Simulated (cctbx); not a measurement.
## Interatomic vectors of Cs2PAuSe2S2

Space group Pbcm (no. 57), a = 7.2710 Å, b = 20.6580 Å, c = 7.3220 Å, α = 90.00°, β = 90.00°, γ = 90.00°, content Au4 Cs8 Se8 S8 P4.

Simulated single-crystal data (cctbx): Cu Kα, λ = 1.54184 Å, to d = 0.8 Å, 70 % of the full sphere, strongest reflection 20000 counts, noise from counting, a 3 % proportional error and a noise floor of 8 counts (s.d.); no absorption.

Patterson synthesis from sharpened amplitudes, origin scaled to 1000:

```text
Patterson group P m m m
      u       v       w   height  length (A)
  0.000   0.000   0.000   1000.0     0.00
  0.000   0.000   0.500    471.2     3.66
  0.233   0.500   0.000    273.7    10.47
  0.500   0.083   0.250    245.0     4.41
  0.249   0.500   0.500    227.6    11.11
  0.500   0.000   0.000    205.3     3.64
  0.293   0.416   0.249    168.4     9.03
  0.330   0.237   0.249    139.8     5.75
  0.081   0.264   0.250    138.5     5.78
  0.000   0.471   0.500    128.7    10.40
  0.417   0.500   0.000    127.7    10.76
  0.000   0.107   0.000    125.5     2.20
  0.077   0.500   0.000    123.3    10.34
  0.000   0.168   0.500    121.2     5.04
```

**Question.** Which atom pairs make the peaks, and where is the heaviest atom?

A peak at u stands for all pairs with xi − xj = u, with weight Σ ZiZj against Σ Z² = 61360 at the origin. Peak heights follow these weights only roughly, since form factors, motion and series ripples differ, all vectors within 0.55 Å of a peak are counted as merged into it though the farther ones add only part of their weight, and F(000) is left out, which lowers the whole map:

| u | v | w | shortest length (Å) | height | 1000 ΣZiZj/ΣZ² | pairs in the cell |
| --- | --- | --- | --- | --- | --- | --- |
| 0.000 | 0.000 | 0.500 | 3.66 | 471 | 684 | 4 × Au–Au, 8 × Cs–Se, 8 × S–S |
| 0.233 | 0.500 | 0.000 | 10.47 | 274 | 319 | 2 × Au–Au, 2 × Cs–Cs, 4 × S–S |
| 0.500 | 0.083 | 0.250 | 4.42 | 245 | 283 | 4 × Au–Cs |
| 0.249 | 0.500 | 0.500 | 11.11 | 228 | 220 | 2 × Au–Au, 4 × S–S |
| 0.500 | 0.000 | 0.000 | 3.64 | 205 | 244 | 8 × Cs–Se |
| 0.293 | 0.416 | 0.249 | 9.04 | 168 | 229 | 2 × Au–Cs, 2 × Au–Se |
| 0.330 | 0.237 | 0.249 | 5.75 | 140 | 142 | 2 × Au–Cs |
| 0.081 | 0.264 | 0.250 | 5.78 | 138 | 142 | 2 × Au–Cs |
| 0.000 | 0.471 | 0.500 | 10.40 | 129 | 136 | 2 × Cs–Cs, 2 × Se–Se |
| 0.417 | 0.500 | 0.000 | 10.76 | 128 | 144 | 2 × Cs–Cs, 2 × Se–Se, 2 × P–P |

The table stops at ten peaks or at a height of 45, below which ripples compete. In the model behind the data Au, the heaviest element, has 1 independent site: (0.1239, 1/4, 1/2), up to an allowed shift of origin; the Au–Au vectors are differences of these positions and their symmetry mates. The whole model:

| atom | mult. | x | y | z | Ueq (Å²) |
| --- | --- | --- | --- | --- | --- |
| Au1 | 4 | 0.1239 | 1/4 | 1/2 | 0.0136 |
| Cs1 | 4 | 0.5965 | 0.1677 | 1/4 | 0.0128 |
| Cs2 | 4 | 0.2078 | 0.9865 | 1/4 | 0.0164 |
| Se1 | 4 | 0.7124 | 0.9854 | 1/4 | 0.0164 |
| Se2 | 4 | 0.4717 | 0.8407 | 1/4 | 0.0167 |
| S1 | 8 | 0.1221 | 0.1409 | 0.5205 | 0.0225 |
| P1 | 4 | 0.7238 | 0.8855 | 1/4 | 0.0239 |

The model was made for the exercise: a known structure type with other elements put in, its volume estimated, not relaxed; displacement parameters are assumed.

[Logs are printed without paths, hosts, clocks, repeated set-up lines and the standing remarks that a program may print on its own settings, such as how far it seeks lower states.]
